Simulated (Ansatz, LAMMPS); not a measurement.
# Elastic response of glassy 63SiO2-16Na2O-21K2O (mol %) (114 atoms)

How stiff is glassy 63SiO2-16Na2O-21K2O (mol %) (114 atoms)?

Calculated with Ansatz 0.2.0; Kohn-Sham DFT, PBE, PAW (set soft_2), plane waves.

## Step 1: Set-up

The cell holds 114 atoms: 24 Si, 12 Na, 16 K and 62 O. Its edges and angles: a = 11.950 Å, b = 11.950 Å, c = 11.950 Å, α = 90.0°, β = 90.0°, γ = 90.0°. 114 atoms (24 Si, 12 Na, 16 K, 62 O) placed at random at 2.46 g/cm³, melted at 4000 K for 10 ps at fixed volume with the Morse and Coulomb pair potential with partial charges (Pedone, Malavasi, Menziani, Cormack and Segre, J. Phys. Chem. B 110, 11780 (2006)). Quenched from 4000 K to 300 K at 10 K/ps and fixed volume, held 10 ps at zero pressure.

Limits known from the start: The quench rate of 10 K/ps is orders of magnitude faster than experiment, which tends to freeze in extra defects. The starting topology of bonds comes from the classical model, and needn't be the one that DFT or experiment would give. Only the Γ point is sampled.

## Step 2: Single point at the start

The forces at the start show how far the geometry lies from a minimum of this functional.

File input.yaml:

```yaml
crystal:
  lattice:
    - [11.95022, 0.0, 0.0]
    - [0.0, 11.95022, 0.0]
    - [0.0, 0.0, 11.95022]
  atoms:
    - { symbol: Si, position: [0.13583, 0.25724, 0.09741] }
    - { symbol: Si, position: [0.29907, 0.96133, 0.88042] }
    - { symbol: Si, position: [0.10488, 0.84679, 0.2916] }
    - { symbol: Si, position: [0.37094, 0.33293, 0.03979] }
    - { symbol: Si, position: [0.2275, 0.14411, 0.48877] }
    - { symbol: Si, position: [0.49373, 0.96033, 0.19008] }
    - { symbol: Si, position: [0.48832, 0.80002, 0.96978] }
    - { symbol: Si, position: [0.55471, 0.50953, 0.45582] }
    - { symbol: Si, position: [0.95999, 0.21474, 0.90849] }
    - { symbol: Si, position: [0.65237, 0.87312, 0.75806] }
    - { symbol: Si, position: [0.00688, 0.83643, 0.53744] }
    - { symbol: Si, position: [0.25683, 0.06282, 0.24039] }
    - { symbol: Si, position: [0.35881, 0.57975, 0.99762] }
    - { symbol: Si, position: [0.73967, 0.11198, 0.83999] }
    - { symbol: Si, position: [0.48668, 0.17261, 0.86609] }
    - { symbol: Si, position: [0.91637, 0.5628, 0.1645] }
    - { symbol: Si, position: [0.18176, 0.60464, 0.7929] }
    - { symbol: Si, position: [0.62843, 0.25652, 0.41739] }
    - { symbol: Si, position: [0.81856, 0.4331, 0.95113] }
    - { symbol: Si, position: [0.96443, 0.07688, 0.4637] }
    - { symbol: Si, position: [0.80868, 0.24754, 0.61796] }
    - { symbol: Si, position: [0.86798, 0.8224, 0.1666] }
    - { symbol: Si, position: [0.18034, 0.60665, 0.19835] }
    - { symbol: Si, position: [0.23548, 0.82893, 0.66002] }
    - { symbol: Na, position: [0.94826, 0.50359, 0.73614] }
    - { symbol: Na, position: [0.42083, 0.98334, 0.47944] }
    - { symbol: Na, position: [0.98935, 0.02603, 0.11698] }
    - { symbol: Na, position: [0.49349, 0.19319, 0.26625] }
    - { symbol: Na, position: [0.64357, 0.22627, 0.09354] }
    - { symbol: Na, position: [0.71603, 0.98407, 0.03963] }
    - { symbol: Na, position: [0.7808, 0.60603, 0.66349] }
    - { symbol: Na, position: [0.50875, 0.1159, 0.60809] }
    - { symbol: Na, position: [0.609, 0.74653, 0.25419] }
    - { symbol: Na, position: [0.06581, 0.4708, 0.96606] }
    - { symbol: Na, position: [0.75751, 0.06411, 0.26677] }
    - { symbol: Na, position: [0.80561, 0.42981, 0.44731] }
    - { symbol: K, position: [0.23019, 0.20668, 0.78041] }
    - { symbol: K, position: [0.19664, 0.57725, 0.51467] }
    - { symbol: K, position: [0.86178, 0.7418, 0.86767] }
    - { symbol: K, position: [0.50624, 0.71809, 0.60174] }
    - { symbol: K, position: [0.88252, 0.28557, 0.22667] }
    - { symbol: K, position: [0.66299, 0.92023, 0.45002] }
    - { symbol: K, position: [0.59816, 0.46972, 0.16941] }
    - { symbol: K, position: [0.00075, 0.96506, 0.79865] }
    - { symbol: K, position: [0.36963, 0.3836, 0.63946] }
    - { symbol: K, position: [0.37584, 0.72957, 0.36712] }
    - { symbol: K, position: [0.33039, 0.39193, 0.35993] }
    - { symbol: K, position: [0.07513, 0.32273, 0.64321] }
    - { symbol: K, position: [0.07638, 0.40712, 0.3775] }
    - { symbol: K, position: [0.6172, 0.42846, 0.76739] }
    - { symbol: K, position: [0.13724, 0.78765, 0.00461] }
    - { symbol: K, position: [0.78396, 0.67692, 0.4125] }
    - { symbol: O, position: [0.57077, 0.93643, 0.67928] }
    - { symbol: O, position: [0.26199, 0.91165, 0.7632] }
    - { symbol: O, position: [0.93354, 0.94957, 0.51729] }
    - { symbol: O, position: [0.61452, 0.13145, 0.88556] }
    - { symbol: O, position: [0.36931, 0.86244, 0.94522] }
    - { symbol: O, position: [0.08476, 0.35558, 0.16237] }
    - { symbol: O, position: [0.20957, 0.55372, 0.30705] }
    - { symbol: O, position: [0.06661, 0.63303, 0.86104] }
    - { symbol: O, position: [0.58941, 0.58364, 0.34833] }
    - { symbol: O, position: [0.56377, 0.14348, 0.42718] }
    - { symbol: O, position: [0.32077, 0.81234, 0.56048] }
    - { symbol: O, position: [0.70842, 0.77677, 0.70306] }
    - { symbol: O, position: [0.86163, 0.36236, 0.64779] }
    - { symbol: O, position: [0.01468, 0.18154, 0.79992] }
    - { symbol: O, position: [0.21728, 0.70373, 0.70991] }
    - { symbol: O, position: [0.70674, 0.36484, 0.97148] }
    - { symbol: O, position: [0.16489, 0.96148, 0.26274] }
    - { symbol: O, position: [0.43822, 0.53932, 0.5056] }
    - { symbol: O, position: [0.7392, 0.97497, 0.8091] }
    - { symbol: O, position: [0.86736, 0.49415, 0.06534] }
    - { symbol: O, position: [0.86565, 0.68844, 0.15398] }
    - { symbol: O, position: [0.38953, 0.06499, 0.86212] }
    - { symbol: O, position: [0.19515, 0.99588, 0.9525] }
    - { symbol: O, position: [0.09255, 0.09903, 0.47849] }
    - { symbol: O, position: [0.75898, 0.18187, 0.73003] }
    - { symbol: O, position: [0.94974, 0.72075, 0.57178] }
    [... 30 atom lines left out ...]
    - { symbol: O, position: [0.98576, 0.8498, 0.23293] }
    - { symbol: O, position: [0.102, 0.86118, 0.62726] }
    - { symbol: O, position: [0.69205, 0.26598, 0.3083] }
    - { symbol: O, position: [0.89118, 0.51868, 0.28253] }
    - { symbol: O, position: [0.40962, 0.32908, 0.16467] }
    - { symbol: O, position: [0.2753, 0.11062, 0.36417] }
kpoints:
  mp_grid: { grid: [1, 1, 1] }
hamiltonian:
  xc: pbe
scf:
  occupations: { method: fixed }
output:
  forces: true
```

The run is started by

```
ansatz run input.yaml --threads 4 --pin off --max-ram 8192MiB --backend cpu --events-out ev --progress --plain --runs-dir out
```

Numbers of over 12 decimals in the logs are rounded to 6 here.

Output:

```text
Engine: ansatz 0.2.0, x86_64-unknown-linux-gnu
Pseudopotentials: kind: paw
Pseudopotential: Si, paw, valence charge 4, recommended cutoff 420 eV (normal), Si.paw.azcp
Pseudopotential: Na, paw, valence charge 9, recommended cutoff 420 eV (normal), Na.paw.azcp
Pseudopotential: K, paw, valence charge 9, recommended cutoff 420 eV (normal), K.paw.azcp
Pseudopotential: O, paw, valence charge 6, recommended cutoff 420 eV (normal), O.paw.azcp
[... 5 lines on functional and potentials left out ...]
Crystal: 114 atoms, lattice volume = 1706.584 Å³
Basis set: ecut = 420 eV, 33371 PW (Γ), exchange–correlation on 160×160×160 points (8 copies of the dense FFT grid, shifted against one another)
Bands: 474, of which v1, the nominal top of the filled ones, is band 360 counted from 1 (359 counted from 0)
Symmetry: 1 space group operations
Space group: P1 (ITA 1), of the structure as read, at distance tolerance 1.2e-4 Å
k-points: 1
[... 9 lines on functional and potentials left out ...]
Initial density: superposition of atomic densities (neutral atoms: chi_scale 0, normalization atom), corrected by the library's trained network
Initial wavefunctions: pseudopotential atomic-orbital guess
Functional: x = pbe(κ = 0.804, μ = 0.219515), c = pbe(β = 0.066725)
SCF iter   1: F=—  HF=-92990.314546 eV  |F-HF|=—  |Δ(HF+E_count)|=         —  Δρ=1.85e-3  dr2=1.17e-1  ethr=1.77e-3  ⟨swp⟩=5.0  Hψ=1581  notcnv=0  defer=112
preconditioner: auto → Resta (q_TF=auto, 2.363 Å⁻¹)  ε∞=2.8  [insulator: Δε(μ)=2.905 eV  Ē_g=17.291 eV  n_scr=388 (ndim 8)  ℏωp=23.2 eV  f_vac=0.137  ε∞_Penn≈2.8]
SCF iter   2: F=—  HF=-92990.302588 eV  |F-HF|=—  |Δ(HF+E_count)|=   1.20e-2  Δρ=1.01e-3  dr2=3.03e-2  ethr=1.62e-5  ⟨swp⟩=2.0  Hψ=667  notcnv=0  defer=112
SCF iter   3: F=—  HF=-92990.302340 eV  |F-HF|=—  |Δ(HF+E_count)|=   2.47e-4  Δρ=5.99e-4  dr2=8.29e-3  ethr=4.21e-6  ⟨swp⟩=3.0  Hψ=627  notcnv=0  defer=110
automatic band count: iteration 3 solves 472 bands in place of 474: the levels show a gap, and the empty bands left out lie too high to hold charge; the band table lists the bands solved (type scf.n_extra_bands for more)
SCF iter   4: F=—  HF=-92990.301190 eV  |F-HF|=—  |Δ(HF+E_count)|=   1.15e-3  Δρ=1.80e-4  dr2=7.42e-4  ethr=1.15e-6  ⟨swp⟩=2.0  Hψ=626  notcnv=0  defer=110
SCF iter   5: F=—  HF=-92990.301320 eV  |F-HF|=—  |Δ(HF+E_count)|=   1.30e-4  Δρ=1.32e-4  dr2=2.43e-4  ethr=1.03e-7  ⟨swp⟩=2.0  Hψ=652  notcnv=0  defer=110
SCF iter   6: F=—  HF=-92990.301289 eV  |F-HF|=—  |Δ(HF+E_count)|=   3.07e-5  Δρ=3.13e-5  dr2=1.78e-5  ethr=3.37e-8  ⟨swp⟩=2.0  Hψ=651  notcnv=0  defer=109
SCF iter   7: F=—  HF=-92990.301561 eV  |F-HF|=—  |Δ(HF+E_count)|=   2.73e-4  Δρ=1.42e-5  dr2=3.04e-6  ethr=2.47e-9  ⟨swp⟩=2.0  Hψ=831  notcnv=0  defer=108
SCF iter   8: F=—  HF=-92990.301563 eV  |F-HF|=—  |Δ(HF+E_count)|=   1.88e-6  Δρ=7.59e-6  dr2=8.23e-7  ethr=4.23e-10  ⟨swp⟩=2.0  Hψ=650  notcnv=0  defer=108
SCF iter   9: F=-92990.301564 eV  HF=-92990.301564 eV  |F-HF|=6.11e-8  |Δ(HF+E_count)|=   3.40e-7  Δρ=1.65e-6  dr2=5.54e-8  ethr=1.39e-11  ⟨swp⟩=2.0  Hψ=1461  notcnv=0
SCF 1 converged in 9 iterations: F = -92990.301564 eV  dr2 = 5.54e-8
  greatest PAW one-centre occupation: 1.000 electrons in one spin orbital (limit 2), on the Na atom at site 34 (counted from 0), in its partial waves of l = 1
SCF converged after 9 iterations
Free energy (F): -92990.301564 eV
Harris-Foulkes:  -92990.301564 eV  (|F-HF|=6.11e-8)
Internal energy: -92990.301564 eV  (E = F + TS)
E sigma→0 (E₀):  -92990.301564 eV
Fermi energy:    4.169291 eV
--- Per-component energies (eV) ---
  E_band       = -5551.985277
  E_kinetic    = 17710.822270
  E_local      = -55311.215892  (includes V_loc(G=0)·N_el)
  E_nonlocal   = 5159.825277
  E_hartree    = 20240.645984
  E_xc         = -8620.453314
  E_vxc        = -10318.364605  (∫ρ·V_xc dr)
  E_paw        = -37829.063421  (= ΣΔE_a)
  E_vpaw       = -3274.498632  (= ΣTr[D̂ρ^β])
  E_aug_tail   = 0.157316  (compensation charges beyond the density's cutoff)
  E_ewald      = -34341.019783
  E_smearing   = -0.000000  (= −TS)
  E_closure    = 0.000000  (closes the sum)
  Σ components = -92990.301564   (vs F -92990.301564, Δ=0.00e0)
--- Forces (eV/Å), atoms counted from 1 ---
  atom   1  Si     2.08237820    -0.24830323    -0.32501894
  atom   2  Si     1.68285406     1.06733253     1.65920382
  atom   3  Si    -1.23835583    -1.13229233     1.23351701
  atom   4  Si     0.02371913    -2.84234358     1.21402029
  atom   5  Si    -3.04948065     0.82605908    -1.62672942
  atom   6  Si    -0.29409297    -1.72810883    -0.11188469
  atom   7  Si    -1.17864957     3.80161438    -0.46194030
  atom   8  Si     1.82323577    -0.92100089    -0.08465630
  atom   9  Si    -1.30772400     1.12636474     2.16174204
  atom  10  Si    -2.47939056     4.24904742     2.34090941
  atom  11  Si    -0.11366410    -1.30466480    -0.36317325
  atom  12  Si    -1.28117094    -0.92540971     0.20211077
  atom  13  Si    -2.97220467     0.88405730    -0.25392348
  atom  14  Si    -0.35256384    -2.07499686    -1.94585609
[...]
atom 113  O      0.52988017    -0.53829371     1.85002469
  atom 114  O      1.71427916     0.17716507    -0.45943256
  max |Σ_I F_I| component: 1.81e-4 eV/Å
```

It took 19 s on 4 threads of AMD EPYC 7R13 (Zen 3), shared host; peak memory 2.2 GiB.

The r.m.s. force at the start is 1.4 eV/Å.

(Part 1 of 4 ends here.)

[Logs are printed without paths, hosts, clocks, repeated set-up lines and the standing remarks that a program may print on its own settings, such as how far it seeks lower states.]

[Hosts, paths, dates, database ids (printed as entryN), source tags and the programs' standing remarks are cut or masked in the printed files.]
